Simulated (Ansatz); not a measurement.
# How fast states decay through Tl2InAgCl6, part 2 of 2

Aim: relax a made-up compound, Tl2InAgCl6, and see how good a tunnel barrier it would be. It is built by putting Tl for Rb in the Rb2InAgCl6 structure of space group Fm-3m, with the volume rescaled by atomic radii. The parent structure comes from the Materials Project.

Ansatz 0.2.0; LDA DFT, plane waves, PAW files (the session's first sound run).

So far. Step 2 (Relaxing the new crystal): The largest force component on a free atom ends at 5.5e-4 eV/Å. Step 3 (The bulk crystal and its band edges): The searched edges give 0.581 eV, as on the mesh.

The structure was built from a prototype and need not be the compound's stable phase.

### Step 4. Decaying states in the gap

This step: LDA DFT, plane waves, PAW files; complex bands by layer matching along the plane's normal (Ansatz 0.2.0).

The same crystal is laid in a cell whose first two vectors span the (111) plane (indices of the standard conventional cell, whose axes can be ordered otherwise than in the bulk input). At fixed energy and wavevector in the plane the solver finds all kz, real and complex. A few wavevectors are listed, (0, 0) and (0.5, 0) in units of the plane's reciprocal vectors; the slowest state needn't be among them.

input.yaml

```yaml
crystal:
  lattice:
    - [7.09989743, 0.0, 0.0]
    - [3.549948715, 6.148691539, 0.0]
    - [3.549948715, 2.049563846, 5.797041977]
  atoms:
    - { symbol: Tl, position: [0.25, 0.25, 0.25] }
    - { symbol: Tl, position: [0.75, 0.75, 0.75] }
    - { symbol: In, position: [0.0, 0.0, 0.0] }
    - { symbol: Ag, position: [0.5, 0.5, 0.5] }
    - { symbol: Cl, position: [0.7531303977, 0.7531303977, 0.2468696023] }
    - { symbol: Cl, position: [0.7531303977, 0.2468696023, 0.2468696023] }
    - { symbol: Cl, position: [0.2468696023, 0.2468696023, 0.7531303977] }
    - { symbol: Cl, position: [0.2468696023, 0.7531303977, 0.2468696023] }
    - { symbol: Cl, position: [0.7531303977, 0.2468696023, 0.7531303977] }
    - { symbol: Cl, position: [0.2468696023, 0.7531303977, 0.7531303977] }
kpoints:
  mp_grid: { grid: [4, 4, 4] }
scf:
  occupations: { method: fixed }
hamiltonian:
  xc: lda
output:
  eigenvalues: true
  transmission:
    leads: [[0, 0]]
    kpoints: [[0.0, 0.0], [0.5, 0.0]]
    e_range: [-1.0, 1.58]
    de: 0.05
```

Started as:

```
ansatz run input.yaml --threads 2 --pin off --max-ram 4096MiB --backend cpu --events-out ev --progress --plain --runs-dir out
```

Numbers of over 12 decimals in the logs are rounded to 6 here.

The log of the run:

```text
[...]
Crystal: 10 atoms, lattice volume = 253.070 Å³
Basis set: ecut = 420 eV, 4957 PW (Γ)
Bands: 60, of which v1, the nominal top of the filled ones, is band 50 counted from 1 (49 counted from 0)
Symmetry: 48 space group operations
[...]
k-points: 8 of 64
[...]
SCF iter   1: F=—  HF=-41481.539015 eV  |F-HF|=—  |Δ(HF+E_count)|=         —  Δρ=7.61e-3  dr2=1.55e-1  ethr=1.77e-3  ⟨swp⟩=5.0  Hψ=1535  notcnv=0  defer=59
[...]
SCF iter   8: F=-41481.487616 eV  HF=-41481.487616 eV  |F-HF|=3.78e-10  |Δ(HF+E_count)|=   2.46e-8  Δρ=1.39e-6  dr2=4.22e-9  ethr=1.00e-10  ⟨swp⟩=11.8  Hψ=1710  notcnv=0
SCF 1 converged in 8 iterations: F = -41481.487616 eV  dr2 = 4.22e-9
[...]
transmission: 8 of 16 steps passed
transmission: 16 of 16 steps passed
SCF converged after 8 iterations
Free energy (F): -41481.487616 eV
[...]
Internal energy: -41481.487616 eV  (E = F + TS)
E sigma→0 (E₀):  -41481.487616 eV
Fermi energy:    5.452367 eV
[...]
--- Band table (eV; the first three rows and the last of 8) ---
  k-point 0: bands = [... 46 lower, 4.0324, 4.0324, 5.4524, 5.4524, 6.0338, 10.3036, 10.3036, 10.3036, ... 6 higher]
  k-point 1: bands = [... 46 lower, 3.8167, 3.9086, 5.0502, 5.0502, 6.8688, 9.2832, 9.3681, 10.0523, ... 6 higher]
  k-point 2: bands = [... 46 lower, 3.7146, 3.9521, 4.6842, 4.6842, 7.9016, 8.4493, 8.4940, 9.3732, ... 6 higher]
  k-point 7: bands = [... 46 lower, 4.0087, 4.0087, 4.2433, 4.8739, 8.5185, 8.6329, 9.0285, 9.2474, ... 6 higher]
--- Transmission ---
  basis      : 379 plane waves across, 8 finite elements along
  points     : 2, as listed
  energies   : 52 from -1.000000 to 1.550000 eV about the Fermi level, 0.050000 eV apart; the leads are filled to 0.290737 eV, and channels, transmission and decay are at 0.300000 eV
  crystal 0  : Tl2Cl6In1Ag1, at the sites [0, 0], period 5.7970 Å: whole cells are its period
    offset         : up to 0.0000 Å between an atom of the period and one for which it stands
    channels       : 0.000000e0 a spin
    conductance    : none, the energies end too early or step too widely for 300 K: set another output.transmission.e_range or a lower de, or, where they end at an eighth of basis.ecutwfc, a higher one
    slowest decay  : 0.1328 /Å at (0.0000, 0.0000)
```

The job ended after 2.2 min (2 threads of Intel Xeon Platinum 8488C (Sapphire Rapids), shared host; peak memory 1.7 GiB).

This step gave:

```yaml
level_to_which_the_leads_are_filled: 0.2907 eV from the Fermi level
decay_constant_at_the_filling_level_zone_centre: 0.1328 Å⁻¹
decay_constant_at_the_filling_level_slowest_listed_point: 0.1328 Å⁻¹
```

K parallel (0, 0); values up to 1.5 1/Å, a degenerate pair printed once or twice; energies at which all values exceed this have no row. The Im kz of the slowest decaying states by energy, zero at the highest filled level on the SCF mesh:

```
energy (eV)  decay 1 (Å⁻¹)  decay 2 (Å⁻¹)  decay 3 (Å⁻¹)  decay 4 (Å⁻¹)
     -1.000          0.179          0.242          0.253          0.376
     -0.800         0.0710          0.238          0.272          0.477
     -0.600          0.230          0.286          0.556          0.607
     -0.400          0.219          0.296          0.598          0.640
     -0.200          0.203          0.303          0.631          0.671
      0.000        0.00312          0.182          0.308          0.660
      0.200          0.152          0.157          0.310          0.683
      0.400          0.108          0.211          0.310          0.702
      0.600          0.247          0.309          0.719          0.775
      0.800          0.273          0.305          0.733          0.798
      1.000          0.293          0.300          0.745          0.797
      1.200          0.292          0.308          0.754          0.781
      1.400          0.283          0.319          0.762          0.765
```

K parallel (0, 0). Table of Re kz of states that move upwards by energy, zero at the highest filled level on the SCF mesh:

```
energy (eV)  channel 1 (Å⁻¹)  channel 2 (Å⁻¹)
      -1.00                -                -
      -0.95                -                -
      -0.85                -                -
      -0.80                -                -
      -0.70           -0.435           -0.435
      -0.65           -0.399           -0.399
      -0.60           -0.369           -0.369
      -0.50           -0.317           -0.317
      -0.45           -0.293           -0.293
      -0.40           -0.270           -0.270
      -0.30           -0.224           -0.224
      -0.25           -0.201           -0.201
      -0.15           -0.150           -0.150
      -0.10           -0.121           -0.121
      -0.05          -0.0840          -0.0840
       0.00                -                -
       0.05                -                -
       0.10                -                -
       0.15                -                -
       0.25                -                -
       0.30                -                -
       0.40                -                -
       0.45                -                -
       0.50                -                -
       0.60           0.0358                -
       0.65           0.0693                -
       0.70           0.0918                -
       0.80            0.127                -
       0.85            0.141                -
       0.95            0.168                -
       1.00            0.180                -
       1.05            0.192                -
       1.15            0.215                -
       1.20            0.226                -
       1.25            0.237                -
       1.35            0.257                -
       1.40            0.268                -
       1.50            0.288                -
       1.55            0.298                -
```

K parallel (0.5, 0); values up to 1.5 1/Å, a degenerate pair printed once or twice; energies at which all values exceed this have no row. The Im kz of the slowest decaying states by energy, zero at the highest filled level on the SCF mesh:

```
energy (eV)  decay 1 (Å⁻¹)  decay 2 (Å⁻¹)  decay 3 (Å⁻¹)  decay 4 (Å⁻¹)
      -1.00          0.166          0.328          0.360          0.372
      -0.85          0.104          0.346          0.360          0.408
      -0.75         0.0421          0.355          0.359          0.434
      -0.60          0.124          0.350          0.360          0.381
      -0.50          0.153          0.348          0.362          0.394
      -0.35          0.185          0.348          0.364          0.407
      -0.25          0.201          0.348          0.366          0.413
      -0.10          0.221          0.348          0.368          0.419
       0.00         0.0328          0.232          0.348          0.368
       0.15          0.155          0.246          0.346          0.369
       0.30          0.210          0.256          0.344          0.368
       0.40          0.237          0.262          0.341          0.368
       0.55          0.268          0.270          0.337          0.366
       0.65          0.271          0.288          0.334          0.364
       0.80          0.274          0.311          0.328          0.361
       0.90          0.274          0.323          0.324          0.359
       1.05          0.273          0.314          0.341          0.355
       1.15          0.271          0.308          0.351          0.351
       1.30          0.266          0.297          0.346          0.364
       1.40          0.261          0.289          0.342          0.371
       1.55          0.251          0.274          0.335          0.381
```

At the listed wavevectors the last open channel is at -0.05 eV and the next at +0.60 eV on the grid. At +0.30 eV, the grid energy nearest the filling level (the middle of the gap on the SCF mesh), the slowest state at the listed wavevectors decays with κ = 0.133 Å⁻¹, its amplitude falling by e over 7.5 Å. Through 1 nm of this crystal that state's transmission falls by exp(−2 × 0.133 Å⁻¹ × 10 Å) = 0.070.

### Step 5. Decay over the two-dimensional zone

The listed points could miss the slowest state, so one energy near mid-gap is solved on a mesh of 6×6.

Edit input.yaml of step 4 so:

```diff
@@ -24,6 +24,2 @@
   eigenvalues: true
-  transmission:
-    leads: [[0, 0]]
-    kpoints: [[0.0, 0.0], [0.5, 0.0]]
-    e_range: [-1.0, 1.58]
-    de: 0.05
+  transmission: { leads: [[0, 0]], kmesh: [6, 6], e_range: [0.29, 0.3], de: 0.05 }
```

The log of the run:

```text
[...]
Crystal: 10 atoms, lattice volume = 253.070 Å³
Basis set: ecut = 420 eV, 4957 PW (Γ)
Bands: 60, of which v1, the nominal top of the filled ones, is band 50 counted from 1 (49 counted from 0)
Symmetry: 48 space group operations
[...]
k-points: 8 of 64
[...]
SCF iter   1: F=—  HF=-41481.539015 eV  |F-HF|=—  |Δ(HF+E_count)|=         —  Δρ=7.61e-3  dr2=1.55e-1  ethr=1.77e-3  ⟨swp⟩=5.0  Hψ=1535  notcnv=0  defer=59
[...]
SCF iter   8: F=-41481.487616 eV  HF=-41481.487616 eV  |F-HF|=3.78e-10  |Δ(HF+E_count)|=   2.46e-8  Δρ=1.39e-6  dr2=4.22e-9  ethr=1.00e-10  ⟨swp⟩=11.8  Hψ=1710  notcnv=0
SCF 1 converged in 8 iterations: F = -41481.487616 eV  dr2 = 4.22e-9
[...]
transmission: 32 of 56 steps passed
transmission: 56 of 56 steps passed
SCF converged after 8 iterations
Free energy (F): -41481.487616 eV
[...]
Internal energy: -41481.487616 eV  (E = F + TS)
E sigma→0 (E₀):  -41481.487616 eV
Fermi energy:    5.452367 eV
[...]
--- Band table (eV; the first three rows and the last of 8) ---
  k-point 0: bands = [... 46 lower, 4.0324, 4.0324, 5.4524, 5.4524, 6.0338, 10.3036, 10.3036, 10.3036, ... 6 higher]
  k-point 1: bands = [... 46 lower, 3.8167, 3.9086, 5.0502, 5.0502, 6.8688, 9.2832, 9.3681, 10.0523, ... 6 higher]
  k-point 2: bands = [... 46 lower, 3.7146, 3.9521, 4.6842, 4.6842, 7.9016, 8.4493, 8.4940, 9.3732, ... 6 higher]
  k-point 7: bands = [... 46 lower, 4.0087, 4.0087, 4.2433, 4.8739, 8.5185, 8.6329, 9.0285, 9.2474, ... 6 higher]
--- Transmission ---
  basis      : 379 plane waves across, 8 finite elements along
  points     : 7, standing for a mesh of 6 x 6
  energies   : 1 from 0.290000 to 0.290000 eV about the Fermi level; the leads are filled to 0.290737 eV, and channels, transmission and decay are at 0.290000 eV
[...]
channels       : 0.000000e0 a spin
    conductance    : none, crystal 0 has no channel at the energies, or these end too early or step too widely for 300 K: set another output.transmission.e_range or a lower de, or, where they end at an eighth of basis.ecutwfc, a higher one
    slowest decay  : 0.1349 /Å at (0.0000, 0.0000)
```

The job ended after 42 s (2 threads; peak memory 1.8 GiB; 83 s of CPU time).

This step gave:

```yaml
least_decay_constant_on_the_mesh: 0.1349 Å⁻¹
```

Slowest decay constant (1/Å; 0 where a channel is open) over k1 and k2. At 0.2900 eV from the Fermi level.

Ten even steps from '_' (0.135) to '@' (0.301):
```
**@@**==**==
******----**
====--__--==
****----****
**==**==**@@
==****==****
```
Columns: k1 (b1) from -0.5 to 0.333; rows upwards: k2 (b2) from -0.5 to 0.333.

The least value on the mesh is 0.135 Å⁻¹ at +0.29 eV. At that energy the listed points give about 0.135 Å⁻¹ by interpolation, so the mesh holds no clearly slower state.

### Step 6. A repeat with changed settings

This step: LDA DFT, plane waves, PAW files; complex bands by layer matching along the plane's normal; changed: output.transmission.kpoints = null, output.transmission.kmesh = [8, 8, 1], scf.max_iter = 100 (Ansatz 0.2.0).

This run repeats an earlier one, its twin (the complex run, plane (111)), with three settings changed (output.transmission.kpoints, scf.max_iter, output.transmission.kmesh; files written aside). The setting was drawn as a possible misstep, on purpose. Where the input is shown as a difference, that is against the step before, not the twin.

Edit input.yaml of step 5 so:

```diff
@@ -20,2 +20,3 @@
   occupations: { method: fixed }
+  max_iter: 100
 hamiltonian:
@@ -24,2 +25,6 @@
   eigenvalues: true
-  transmission: { leads: [[0, 0]], kmesh: [6, 6], e_range: [0.29, 0.3], de: 0.05 }
+  transmission:
+    leads: [[0, 0]]
+    e_range: [-1.0, 1.58]
+    de: 0.05
+    kmesh: [8, 8, 1]
```

The log of the run:

```text
Error: YAML parse error: error: line 30 column 5: invalid length 3, expected a tuple of size 2
  --> <input>:30:5
   |
28 |     e_range: [-1.0, 1.58]
29 |     de: 0.05
30 |     kmesh: [8, 8, 1]
   |     ^ invalid length 3, expected a tuple of size 2
```

It took 0.04 s on 2 threads; peak memory 0.03 GiB.

The input was rejected at the start.

The program's message: “Error: YAML parse error: error: line 30 column 5: invalid length 3, expected a tuple of size 2”

The change that led to it: output.transmission.kpoints = null and output.transmission.kmesh = [8, 8, 1].

### Step 7. A check of the settings

This step: LDA DFT, plane waves, PAW files; complex bands by layer matching along the plane's normal; changed: output.transmission.e_range = [1, -1], scf.max_iter = 75 (Ansatz 0.2.0).

This run repeats an earlier one, its twin (the complex run, plane (111)), with two settings changed (output.transmission.e_range, scf.max_iter; files written aside). The setting was drawn as a possible misstep, on purpose. Where the input is shown as a difference, that is against the step before, not the twin.

Edit input.yaml of step 6 so:

```diff
@@ -20,3 +20,3 @@
   occupations: { method: fixed }
-  max_iter: 100
+  max_iter: 75
 hamiltonian:
@@ -27,4 +27,4 @@
     leads: [[0, 0]]
-    e_range: [-1.0, 1.58]
+    kpoints: [[0.0, 0.0], [0.5, 0.0]]
+    e_range: [1, -1]
     de: 0.05
-    kmesh: [8, 8, 1]
```

The log of the run:

```text
Error: invalid value for `output.transmission.e_range`: [1, -1] eV must be finite with min < max
```

It took 0.21 s on 2 threads; peak memory 0.12 GiB.

The program refused the input before any cycle.

The program's message: “Error: invalid value for `output.transmission.e_range`: [1, -1] eV must be finite with min < max”

The change that led to it: output.transmission.e_range = [1, -1].

### Step 8. Summary of results

```json
{"band gap": "0.582 eV", "least decay constant at mid-gap, normal to (111)": "0.133 Å⁻¹", "least decay constant on a mesh, normal to (111)": "0.135 Å⁻¹"}
```

**Reading.** With LDA, the slowest decay at the wavevectors tried is κ = 0.133 Å⁻¹, normal to (111). Through such a film the transmission near mid-gap falls as exp(−2κd), a factor of ten every 8.7 Å. A free electron under a barrier of half the gap would need a mass of 0.23 mₑ to decay at this rate. The compound is made up by substitution; its stability against other phases and against distortions of the cell's symmetry was not tested. A semilocal functional narrows gaps, while spin-orbit coupling, left out here, narrows them in compounds of heavy elements, so the error in κ can go either way.

[Logs are printed without paths, hosts, clocks, repeated set-up lines and the standing remarks that a program may print on its own settings, such as how far it seeks lower states.]

[Hosts, paths, dates, database ids (printed as entryN), source tags and the programs' standing remarks are cut or masked in the printed files.]
